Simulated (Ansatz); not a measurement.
# NaF (Villiaumite, Fm-3m): a volume series of phonon spectra, part 2 of 4

Aim: how the vibrations of NaF (Villiaumite) shift with volume, and the expansion that follows.

Experimental results on record:
- volume expansion coefficient 95.1 1e-6/K and heat capacity C_P per formula unit 46.9 J/mol/K near room temperature (given in “High-Throughput Prediction of Finite-Temperature Properties using the Quasi-Harmonic Approximation”, 2016, arXiv:1603.06924)
- volume expansion coefficient 102.6 1e-6/K near room temperature (given in “Descriptors for thermal expansion in solids”, 2017, arXiv:1701.03966)

Ansatz 0.2.0; DFT PBEsol, scalar-relativistic, plane waves, PAW.

So far. Step 2 (A first coarse run): The start is under -0.34 GPa at this level and looks like an insulator or semiconductor on this mesh. Step 4 (Relaxing to small residual forces and stress): The residual pressure is -0.0036 GPa, small enough for phonons.

## Step 5: Phonons, V/V0 1

Phonons at this volume give one point of F(V, T); meshes stay fixed along the series.

The input, input.yaml:

```yaml
crystal:
  lattice:
    - [0.0, 2.3145907609, 2.3145907609]
    - [2.3145907609, 0.0, 2.3145907609]
    - [2.3145907609, 2.3145907609, 0.0]
  atoms:
    - { symbol: Na, position: [0.0, 0.0, 0.0] }
    - { symbol: F, position: [0.5, 0.5, 0.5] }
kpoints:
  mp_grid: { grid: [8, 8, 8] }
hamiltonian:
  xc: pbesol
scf:
  occupations: { method: fixed }
output:
  eigenvalues: true
phonons:
  method: dfpt
  dielectric: true
  rigid_motions: translations
  qmesh: [4, 4, 4]
  temperatures: { t_max: 1000, t_step: 50 }
  qpath:
    path:
      - [[0.0, 0.0, 0.0], [0.5, 0.0, 0.5], [0.625, 0.25, 0.625]]
      - [[0.375, 0.375, 0.75], [0.0, 0.0, 0.0], [0.5, 0.5, 0.5], [0.5, 0.25, 0.75], [0.5, 0.0, 0.5]]
    npoints: 10
```

Launch:

```bash
$ ansatz run input.yaml --threads 4 --pin off --max-ram 8192MiB --backend cpu --events-out ev --progress --plain --runs-dir out
```

Numbers of over 12 decimals in the logs are rounded to 6 here.

The log of the run:

```text
[...]
Crystal: 2 atoms, lattice volume = 24.800 Å³
Basis set: ecut = 420 eV, 531 PW (Γ), exchange–correlation on 48×48×48 points (8 copies of the dense FFT grid, shifted against one another)
Bands: 12, of which v1, the nominal top of the filled ones, is band 8 counted from 1 (7 counted from 0)
Symmetry: 48 space group operations
k-points: 59 of 512 (irreducible under 8 space group operations, time reversal used)
[...]
SCF iter   1: F=—  HF=-2278.929748 eV  |F-HF|=—  |Δ(HF+E_count)|=         —  Δρ=1.16e-2  dr2=2.02e-2  ethr=1.77e-3  ⟨swp⟩=4.6  Hψ=3437  notcnv=0  defer=111
[...]
SCF iter   8: F=-2278.922428 eV  HF=-2278.922428 eV  |F-HF|=4.55e-13  |Δ(HF+E_count)|=  3.27e-11  Δρ=3.17e-8  dr2=1.65e-13  ethr=1.00e-12  ⟨swp⟩=6.9  Hψ=3684  notcnv=0
SCF 1 converged in 8 iterations: F = -2278.922428 eV  dr2 = 1.65e-13
[...]
DFPT response loops at Γ: preconditioner auto → none (the input reference at scf.mixing.eps_inf says where Resta's filter doesn't serve); β = 0.50; Broyden in place of MSR1
NSCF: frozen V_eff on 29 k-points
[...]
SCF converged after 8 iterations
Free energy (F): -2278.922428 eV
[...]
Internal energy: -2278.922428 eV  (E = F + TS)
E sigma→0 (E₀):  -2278.922428 eV
Fermi energy:    0.949745 eV
[...]
--- Band table (eV; the first three rows and the last of 59) ---
  k-point 0: bands = [... 4 lower, -17.8125, 0.9497, 0.9497, 0.9497, 7.1479, 19.8042, 19.8042, 19.8042]
  k-point 1: bands = [... 4 lower, -17.6043, 0.6480, 0.9114, 0.9114, 7.6980, 18.0322, 20.0452, 20.0452]
  k-point 2: bands = [... 4 lower, -17.3296, 0.0360, 0.8195, 0.8195, 9.0182, 15.9429, 20.5813, 20.5813]
  k-point 58: bands = [... 4 lower, -17.3675, 0.0591, 0.0591, 0.3693, 14.0096, 14.0096, 16.1365, 17.7651]
--- Phonons (Γ-DFPT): 2 representative perturbations + reference, on 59 of 512 k-points (Σ response iterations 7) ---
  k mesh reduced under 8 symmetry operations, with k and −k counted as one. Each operation leaves every solved perturbation unchanged. A smaller set is not considered because the run solves the response to a homogeneous field
  ASR residual: 2.540e-5 → 0.000e0 eV/Å²; symmetrization residual: 1.019e-6 eV/Å²
  ASR residual per site (eV/Å²): 2.54e-5 1.20e-6
  Γ frequencies (cm⁻¹): 0.00 0.00 0.00 239.34 239.34 239.34
  ε∞ (high-frequency dielectric tensor):
        1.895033    -0.000000     0.000000
        0.000000     1.895033    -0.000000
        0.000000    -0.000000     1.895033
  ε⁰ (static dielectric tensor: ions relaxed, cell fixed):
        5.305801    -0.000000    -0.000000
       -0.000000     5.305801    -0.000000
       -0.000000    -0.000000     5.305801
  ε⁰ − ε∞ (ionic part):
        3.410768    -0.000000    -0.000000
       -0.000000     3.410768     0.000000
       -0.000000     0.000000     3.410768
  softest optical mode at Γ: 239.34 cm⁻¹; the repairs (sum rule, projections) moved no ω² at Γ by more than (0.62 cm⁻¹)²
  Born effective charges Z* (e; rows j = field, columns β = displacement):
    site 0:
         1.01207   -0.00000    0.00000
        -0.00000    1.01207   -0.00000
        -0.00000   -0.00000    1.01207
    site 1:
        -1.01207    0.00000    0.00000
         0.00000   -1.01207    0.00000
         0.00000    0.00000   -1.01207
  Z* charge neutrality: 3.880e-5 e pre-enforcement
  k-mesh period / interband length: 26.2 Å / 0.88 Å = 29.80 at k = (0.0000, 0.0000, 0.0000), direct gap 6.198 eV — 14 or more, which is no proof of convergence
  optical modes at Γ without the LO–TO term, one row a degenerate level:
      ω (cm⁻¹)  modes    IR ((D/Å)²/amu)
        239.34      3             6.8152
  optical modes at Γ + LO–TO along q̂ = [1.0000, 0.0000, 0.0000]:
      ω (cm⁻¹)  modes    IR ((D/Å)²/amu)
        239.34      2             4.5435
        400.47      1             2.2717
  optical modes at Γ + LO–TO along q̂ = [0.0000, 1.0000, 0.0000]:
      ω (cm⁻¹)  modes    IR ((D/Å)²/amu)
        239.34      2             4.5435
        400.47      1             2.2717
  optical modes at Γ + LO–TO along q̂ = [0.0000, 0.0000, 1.0000]:
      ω (cm⁻¹)  modes    IR ((D/Å)²/amu)
        239.34      2             4.5435
        400.47      1             2.2717
--- Phonons (arbitrary-q DFPT): 8 irreducible q on the 4×4×4 mesh ---
  q = [0.0000, 0.0000, 0.0000] (star 1, of the zone-centre solve; hermiticity 9.30e-7, symmetrization 6.97e-14): -0.00 0.00 0.00 239.34 239.34 239.34
  q = [0.0000, 0.0000, 0.2500] (star 8, 2 solved perturbations on 288 of 512 k-point pairs; hermiticity 6.79e-7, symmetrization 2.03e-13): 104.97 104.97 165.89 227.05 227.05 376.35
[...]
q = [0.0000, 0.2500, 0.2500] (star 6, 4 solved perturbations in 528 linear systems a pass and spin channel, the states on 164 of 512 k-point pairs; hermiticity 4.70e-7, symmetrization 2.52e-13): 100.38 100.38 192.14 246.50 246.50 339.90
[...]
sum rule: each row above includes the acoustic sum rule's correction from the zone centre's row sums; it moved no ω² by more than (0.55 cm⁻¹)²
  mesh force constants: q→R imaginary residual 3.25e-18; ASR residual 2.540e-5 → 0.000e0 eV/Å²; symmetrization residual 5.551e-16 eV/Å²
  interpolated dispersion: 63 rows × 6 modes
  density of states and harmonic sums: on the 24×24×24 q-mesh, interpolated from the force constants of a 4×4×4 supercell (with the dipole–dipole term)
  largest difference from the sums on the solved wave vectors: F 1.06e-2 eV, S 1.47e-5 and C_V 4.00e-6 eV/K
  zero-point energy: 0.081159 eV/cell   skipped modes (ω ≤ 0): 3   left out of the sums: 3.62e-5 of the cell's modes: C_V's classical limit lies that fraction below 3 k_B per atom; for a crystal, a wire or a layer, F and S can be off by more, and a phonons.interpolated_qmesh denser along its periods is the remedy for the sampling
```

Run time: 32 s. Hardware: 4 threads of Arm Neoverse V2, shared host; peak memory 0.6 GiB.

This step gave:

* Γ frequencies: 0, 0, 0, 239.3, 239.3, 239.3 cm⁻¹ (negative: imaginary)
* lowest frequency on the path: 0 cm⁻¹
* zero-point energy: 0.08116 eV/cell
* point group: m-3m
* highest frequency: 400.5 cm⁻¹
* Debye temperature from the second moment: 422 K

LO-TO term included. Phonon branches along the path, in cm⁻¹:

| point | branch 1 | branch 2 | branch 3 | branch 4 | branch 5 | branch 6 |
| --- | --- | --- | --- | --- | --- | --- |
| Γ | 0 | 0 | 0 | 239 | 239 | 400 |
| halfway | 100 | 100 | 192 | 246 | 246 | 340 |
| X | 141 | 141 | 252 | 254 | 254 | 281 |
| halfway | 145 | 164 | 247 | 249 | 256 | 278 |
| U | 156 | 212 | 230 | 234 | 260 | 270 |
| jump to K | 156 | 212 | 230 | 234 | 260 | 270 |
| halfway | 123 | 136 | 188 | 211 | 249 | 354 |
| Γ | 0 | 0 | 0 | 239 | 239 | 400 |
| halfway | 105 | 105 | 166 | 227 | 227 | 376 |
| L | 173 | 173 | 195 | 195 | 296 | 302 |
| halfway | 174 | 184 | 218 | 232 | 266 | 284 |
| W | 203 | 208 | 208 | 226 | 265 | 265 |
| halfway | 164 | 167 | 242 | 246 | 257 | 275 |
| X | 141 | 141 | 252 | 254 | 254 | 281 |

The phonon branches as a text plot (rows in cm⁻¹):

```
    392 |***                        ********
    375 |   *                    ***        *
    359 |    **                 *            **
    342 |      *                               *
    325 |       *              *                *
    309 |                    **                  **
    292 |        ***                             *****
    275 |           ******* *                   *    ****   *****
    259 |         **************               *      ***********
    242 |*********     ******   ***********            **   ***
    225 |       *         ** **  ***       ****      ********
    209 |                ****  **             **   ***   ***
    192 |      *            *** *            *  ****  **** **
    175 |               *   ***                  ********   **
    159 |    **        * ***   * *          *  **             *
    142 |         *******      **          *  *                **
    125 |   *    *              * **         *
    108 |      **                *        * *
     92 |  * **                  ****      *
     75 |                         **     *
     58 |   *                       *     *
     42 | **                        **  **
     25 | *                          *  *
      8 |*                            **
         Γ           X  U|K            Γ         L        W     X
```

Tetrahedra on 24 24 24, mean over bins of 5 cm⁻¹. Phonon density of states against wavenumber; read off at these points:

| wavenumber (cm⁻¹) | phonon density of states (1/cm⁻¹/cell) |
| --- | --- |
| 2 | 0 |
| 12 | 5.0e-5 |
| 22 | 2.4e-4 |
| 32 | 4.9e-4 |
| 48 | 0.00111 |
| 58 | 0.0017 |
| 68 | 0.00242 |
| 78 | 0.0033 |
| 88 | 0.00442 |
| 98 | 0.00579 |
| 112 | 0.00851 |
| 122 | 0.0110 |
| 132 | 0.0146 |
| 142 | 0.0221 |
| 152 | 0.0246 |
| 162 | 0.0275 |
| 172 | 0.0355 |
| 178 | 0.0275 |
| 188 | 0.0193 |
| 198 | 0.0269 |
| 208 | 0.0332 |
| 218 | 0.0379 |
| 228 | 0.0392 |
| 242 | 0.0637 |
| 252 | 0.043 |
| 258 | 0.0555 |
| 262 | 0.0179 |
| 272 | 0.0211 |
| 282 | 0.0156 |
| 292 | 0.0109 |
| 308 | 0.00893 |
| 318 | 0.00771 |
| 328 | 0.00683 |
| 338 | 0.00609 |
| 348 | 0.00541 |
| 358 | 0.00474 |
| 372 | 0.00371 |
| 382 | 0.0029 |
| 392 | 0.00188 |
| 402 | 0 |

Harmonic. Thermo, by row:

| T (K) | F_vib (meV/atom) | S (J/mol-atom/K) | C_V (J/mol-atom/K) |
| --- | --- | --- | --- |
| 0 | 40.58 | 0 | 0 |
| 50 | 40.46 | 1.02 | 3.141 |
| 100 | 38.76 | 5.996 | 12 |
| 150 | 34.08 | 12.01 | 17.43 |
| 200 | 26.42 | 17.45 | 20.22 |
| 250 | 16.13 | 22.14 | 21.75 |
| 300 | 3.58 | 26.19 | 22.66 |
| 350 | -10.93 | 29.73 | 23.23 |
| 400 | -27.16 | 32.86 | 23.61 |
| 450 | -44.93 | 35.66 | 23.88 |
| 500 | -64.07 | 38.18 | 24.08 |
| 550 | -84.46 | 40.49 | 24.23 |
| 600 | -106 | 42.6 | 24.34 |
| 650 | -128.6 | 44.55 | 24.43 |
| 700 | -152.2 | 46.36 | 24.5 |
| 750 | -176.6 | 48.06 | 24.55 |
| 800 | -201.9 | 49.64 | 24.6 |
| 850 | -228.1 | 51.13 | 24.64 |
| 900 | -254.9 | 52.54 | 24.67 |
| 950 | -282.5 | 53.88 | 24.7 |
| 1000 | -310.8 | 55.15 | 24.72 |

The modes has structure finer than the step of the table below, so its rows give means over 20 cm⁻¹, whole bins alone (the curve runs from -10 to 422 cm⁻¹). Peaks (cm⁻¹: height): F 152.9: 0.00946, 242.4: 0.0301, 275.0: 0.0172; Na 171.9: 0.0256, 245.2: 0.0317.

Phonopy on the run's constants, 21x21x21 mesh, Gaussian sigma 3.1 cm⁻¹. Modes against wavenumber; means over each step; values in 1/cm⁻¹/cell:

| wavenumber (cm⁻¹) | F | Na |
| --- | --- | --- |
| 0 | 8.2e-6 | 8.2e-6 |
| 20 | 8.8e-5 | 1.1e-4 |
| 40 | 3.6e-4 | 4.4e-4 |
| 60 | 8.7e-4 | 0.00108 |
| 80 | 0.00159 | 0.00203 |
| 100 | 0.00269 | 0.00362 |
| 120 | 0.00432 | 0.00626 |
| 140 | 0.00728 | 0.0118 |
| 160 | 0.00863 | 0.0186 |
| 180 | 0.00594 | 0.0201 |
| 200 | 0.0156 | 0.0121 |
| 220 | 0.0229 | 0.0153 |
| 240 | 0.0279 | 0.0267 |
| 260 | 0.0185 | 0.0162 |
| 280 | 0.0136 | 0.00350 |
| 300 | 0.00711 | 0.00297 |
| 320 | 0.00456 | 0.00293 |
| 340 | 0.00335 | 0.00250 |
| 360 | 0.00255 | 0.00203 |
| 380 | 0.00171 | 0.00140 |
| 400 | 4.4e-4 | 3.6e-4 |

Born charge (rows field, columns displacement) (e), principal values of the symmetric part by kind of site:

| atom | atoms with these values | low | middle | high | mean |
| --- | --- | --- | --- | --- | --- |
| Na1 | 1 | 1.01 | 1.01 | 1.01 | 1.01 |
| F2 | 1 | -1.01 | -1.01 | -1.01 | -1.01 |

In full for Na1:

```
1.01 0.00 0.00
0.00 1.01 0.00
0.00 0.00 1.01
```

ε∞:

```
1.90 0.00 0.00
0.00 1.90 0.00
0.00 0.00 1.90
```

No LO-TO term. The modes at Γ (shares of kinetic energy by element, %):

| mode | frequency (cm⁻¹) | symmetry | Na % | F % |
| --- | --- | --- | --- | --- |
| 1 | 0.0 | T1u | 55 | 45 |
| 2 | 0.0 | T1u | 55 | 45 |
| 3 | 0.0 | T1u | 55 | 45 |
| 4 | 239.3 | T1u | 45 | 55 |
| 5 | 239.3 | T1u | 45 | 55 |
| 6 | 239.3 | T1u | 45 | 55 |

Displacements in mode 4 (239.3 cm⁻¹), the largest set to 1:
```
Na1 -0.83 -0.07  0.26
F2   1.00  0.08 -0.32
```

No mode is imaginary beyond numerical noise at the solved wavevectors.

## Step 6: A cell at another volume, V/V0 1.015

Symmetry fixes every atom, so a single point at the scaled cell gives the energy and pressure of this member.

input.yaml, the sections that differ from step 5:

```yaml
crystal:
  lattice:
    - [0.0, 2.3261063274, 2.3261063274]
    - [2.3261063274, 0.0, 2.3261063274]
    - [2.3261063274, 2.3261063274, 0.0]
  atoms:
    - { symbol: Na, position: [0.0, 0.0, 0.0] }
    - { symbol: F, position: [0.5, 0.5, 0.5] }
output:
  forces: true
  stress: true
  eigenvalues: true
# kpoints, hamiltonian, scf: as in step 5
# phonons: removed
```

The log of the run:

```text
[...]
Crystal: 2 atoms, lattice volume = 25.172 Å³
Basis set: ecut = 420 eV, 531 PW (Γ), exchange–correlation on 48×48×48 points (8 copies of the dense FFT grid, shifted against one another)
Bands: 12, of which v1, the nominal top of the filled ones, is band 8 counted from 1 (7 counted from 0)
Symmetry: 48 space group operations
[...]
k-points: 29 of 512
[...]
SCF iter   1: F=—  HF=-2278.928804 eV  |F-HF|=—  |Δ(HF+E_count)|=         —  Δρ=1.14e-2  dr2=1.98e-2  ethr=1.77e-3  ⟨swp⟩=4.7  Hψ=1698  notcnv=0  defer=53
[...]
SCF iter   6: F=-2278.921567 eV  HF=-2278.921567 eV  |F-HF|=9.09e-9  |Δ(HF+E_count)|=   8.92e-8  Δρ=8.63e-6  dr2=1.32e-8  ethr=6.25e-10  ⟨swp⟩=5.2  Hψ=1695  notcnv=0
SCF 1 converged in 6 iterations: F = -2278.921567 eV  dr2 = 1.32e-8
[...]
SCF converged after 6 iterations
Free energy (F): -2278.921567 eV
[...]
Internal energy: -2278.921567 eV  (E = F + TS)
E sigma→0 (E₀):  -2278.921567 eV
Fermi energy:    0.841159 eV
[...]
--- Stress (GPa, compression-positive) ---
       -0.701460       0.000000       0.000000
        0.000000      -0.701460       0.000000
       -0.000000      -0.000000      -0.701460
  P = ⅓ Tr σ = -0.7015 GPa (-7.015 kbar)
--- Band table (eV; the first three rows and the last of 29) ---
  k-point 0: bands = [... 4 lower, -17.9655, 0.8412, 0.8412, 0.8412, 6.9622, 19.5919, 19.5919, 19.5919]
  k-point 1: bands = [... 4 lower, -17.7439, 0.5454, 0.8038, 0.8038, 7.5065, 17.8271, 19.8265, 19.8265]
  k-point 2: bands = [... 4 lower, -17.4715, -0.0547, 0.7148, 0.7148, 8.8158, 15.7391, 20.3438, 20.3438]
  k-point 28: bands = [... 4 lower, -17.5050, -0.0327, -0.0327, 0.2738, 13.8046, 13.8046, 15.8650, 17.4870]
```

Wall time 0.4 s (4 threads); peak memory 0.25 GiB.

This step gave:

```
pressure          : -0.7015 GPa
gap on the k-mesh : 6.121 eV
volume per atom   : 12.59 Å³
```

At this level the gap is 6.12 eV on the k-mesh of the self-consistent run, which can miss the band edges.

## Step 7: Phonons, V/V0 1.015

The same q-mesh and k-mesh are kept at every volume, so that much of their error can cancel in the differences.

input.yaml, the sections that differ from step 6:

```yaml
output:
  eigenvalues: true
phonons:
  method: dfpt
  dielectric: true
  rigid_motions: translations
  qmesh: [4, 4, 4]
  temperatures: { t_max: 1000, t_step: 50 }
  qpath:
    path:
      - [[0.0, 0.0, 0.0], [0.5, 0.0, 0.5], [0.625, 0.25, 0.625]]
      - [[0.375, 0.375, 0.75], [0.0, 0.0, 0.0], [0.5, 0.5, 0.5], [0.5, 0.25, 0.75], [0.5, 0.0, 0.5]]
    npoints: 10
# crystal, kpoints, hamiltonian, scf: as in step 6
```

The log of the run:

```text
[...]
Crystal: 2 atoms, lattice volume = 25.172 Å³
Basis set: ecut = 420 eV, 531 PW (Γ), exchange–correlation on 48×48×48 points (8 copies of the dense FFT grid, shifted against one another)
Bands: 12, of which v1, the nominal top of the filled ones, is band 8 counted from 1 (7 counted from 0)
Symmetry: 48 space group operations
k-points: 59 of 512 (irreducible under 8 space group operations, time reversal used)
[...]
optical modes at Γ + LO–TO along q̂ = [0.0000, 1.0000, 0.0000]:
      ω (cm⁻¹)  modes    IR ((D/Å)²/amu)
        230.72      2             4.5640
        394.28      1             2.2820
  optical modes at Γ + LO–TO along q̂ = [0.0000, 0.0000, 1.0000]:
      ω (cm⁻¹)  modes    IR ((D/Å)²/amu)
        230.72      2             4.5640
        394.28      1             2.2820
--- Phonons (arbitrary-q DFPT): 8 irreducible q on the 4×4×4 mesh ---
[...]
interpolated dispersion: 63 rows × 6 modes
[...]
[key lines of the parts left out:]
SCF converged after 8 iterations
Free energy (F): -2278.921567 eV
Fermi energy:    0.840984 eV
```

Wall time 32 s (4 threads); peak memory 0.61 GiB; 2 min of CPU time.

LO-TO term included. Phonon branches along the path, in cm⁻¹:

| point | branch 1 | branch 2 | branch 3 | branch 4 | branch 5 | branch 6 |
| --- | --- | --- | --- | --- | --- | --- |
| Γ | 0 | 0 | 0 | 231 | 231 | 394 |
| halfway | 100 | 100 | 185 | 238 | 238 | 336 |
| X | 141 | 141 | 244 | 244 | 247 | 275 |
| halfway | 144 | 163 | 240 | 243 | 247 | 271 |
| U | 154 | 210 | 225 | 228 | 252 | 262 |
| jump to K | 154 | 210 | 225 | 228 | 252 | 262 |
| halfway | 123 | 130 | 184 | 204 | 240 | 348 |
| Γ | 0 | 0 | 0 | 231 | 231 | 394 |
| halfway | 102 | 102 | 163 | 219 | 219 | 370 |
| L | 167 | 167 | 188 | 188 | 291 | 297 |
| halfway | 170 | 181 | 211 | 226 | 261 | 278 |
| W | 198 | 207 | 207 | 220 | 256 | 256 |
| halfway | 164 | 165 | 238 | 239 | 248 | 267 |
| X | 141 | 141 | 244 | 244 | 247 | 275 |

The phonon branches as a text plot (rows in cm⁻¹):

```
    386 |***                        ********
    370 |   *                    ***        *
    353 |    **                 *            **
    337 |      *                               *
    320 |       *              *                *
    304 |        *           **                  **
    288 |         **                             *****
    271 |           ******  *                   *   *****    ****
    255 |           ***********                *      ********  *
    238 |***************** **  **********              **   *****
    222 |                **  **   ****   ******      ********
    205 |       *        ****  ***            **   ****  ***
    189 |      *            *****            *  ****   *** **
    173 |               *   ***                  ********    *
    156 |    **        * ***   * *          *  **             *
    140 |         *******                  *  *                **
    123 |   *    *              * **         *
    107 |      **                *        * *
     90 |    **                  *  *      *
     74 |  *                      **     *
     58 |   *                       *     *
     41 | **                        **  **
     25 | *                          *  *
      8 |*                            **
         Γ           X  U|K            Γ         L        W     X
```

No mode is imaginary beyond numerical noise at the solved wavevectors. The highest zone-centre mode (no LO–TO term) moved by -3.6 % for a volume change of +1.5 %.

## Step 8: A cell at another volume, V/V0 0.985

Symmetry fixes every atom, so a single point at the scaled cell gives the energy and pressure of this member.

The cell differs from the one that the last finished run ended in (a 3.290 → 3.257 Å, b 3.290 → 3.257 Å, c 3.290 → 3.257 Å).

input.yaml, the sections that differ from step 7:

```yaml
crystal:
  lattice:
    - [0.0, 2.3029594553, 2.3029594553]
    - [2.3029594553, 0.0, 2.3029594553]
    - [2.3029594553, 2.3029594553, 0.0]
  atoms:
    - { symbol: Na, position: [0.0, 0.0, 0.0] }
    - { symbol: F, position: [0.5, 0.5, 0.5] }
output:
  forces: true
  stress: true
  eigenvalues: true
# kpoints, hamiltonian, scf: as in step 7
# phonons: removed
```

The log of the run:

```text
[...]
Crystal: 2 atoms, lattice volume = 24.428 Å³
Basis set: ecut = 420 eV, 531 PW (Γ), exchange–correlation on 48×48×48 points (8 copies of the dense FFT grid, shifted against one another)
Bands: 12, of which v1, the nominal top of the filled ones, is band 8 counted from 1 (7 counted from 0)
Symmetry: 48 space group operations
[...]
k-points: 29 of 512
[...]
--- Band table (eV; the first three rows and the last of 29) ---
  k-point 0: bands = [... 4 lower, -17.6553, 1.0626, 1.0626, 1.0626, 7.3405, 20.0221, 20.0221, 20.0221]
  k-point 1: bands = [... 4 lower, -17.4583, 0.7548, 1.0233, 1.0233, 7.8963, 18.2428, 20.2698, 20.2698]
  k-point 2: bands = [... 4 lower, -17.1816, 0.1301, 0.9281, 0.9281, 9.2276, 16.1523, 20.8250, 20.8250]
  k-point 28: bands = [... 4 lower, -17.2237, 0.1553, 0.1553, 0.4694, 14.2212, 14.2212, 16.4166, 18.0520]
[key lines of the parts left out:]
SCF converged after 6 iterations
Free energy (F): -2278.921529 eV
Fermi energy:    1.062583 eV
P = ⅓ Tr σ = 0.7558 GPa (7.558 kbar)
```

Wall time 0.41 s (4 threads); peak memory 0.25 GiB; 0.79 s of CPU time.

The run ends at a pressure of 0.76 GPa.

(Continued in part 3 of 4.)

[Logs are printed without paths, hosts, clocks, repeated set-up lines and the standing remarks that a program may print on its own settings, such as how far it seeks lower states.]

[Hosts, paths, dates, database ids (printed as entryN), source tags and the programs' standing remarks are cut or masked in the printed files.]

[A step with changed settings may run another functional than the one named; its input shows which.]

[Of the runs on displaced cells, only some may be shown.]
